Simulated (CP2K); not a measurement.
Two runs for the O K edge of cyanate. Run A: CP2K XAS_TDP, all-electron GAPW, PBEh(45%), aug-cc-pVTZ, TDA, no relativity. Run B differs in one setting.

First lines with a strength over 0.0015. A:

| atom | energy (eV) | states | strength, one atom |
| --- | --- | --- | --- |
| O1 (bonded to C) | 529.90 | 1 | 0.0029 |
|  | 529.92 | 2 | 0.0116 |
|  | 530.90 | 2 | 0.0408 |
|  | 531.64 | 1 | 0.0064 |
|  | 532.23 | 2 | 0.0021 |

B:

| atom | energy (eV) | states | strength, one atom |
| --- | --- | --- | --- |
| O1 (bonded to C) | 532.62 | 1 | 0.0029 |
|  | 532.64 | 2 | 0.0115 |
|  | 533.61 | 2 | 0.0406 |
|  | 534.36 | 1 | 0.0064 |
|  | 534.95 | 2 | 0.0021 |

**Question.** Which was it: the functional, scalar relativity switched on, GW2X switched on, the basis?

GW2X switched on. GW2X shifts an atom's lines together and keeps their spacings. Against PBEh(45%) in aug-cc-pVTZ, the leading line moves by +2.71 eV, to 533.61 eV.

[Hosts, paths, dates, database ids (printed as entryN), source tags and the programs' standing remarks are cut or masked in the printed files.]
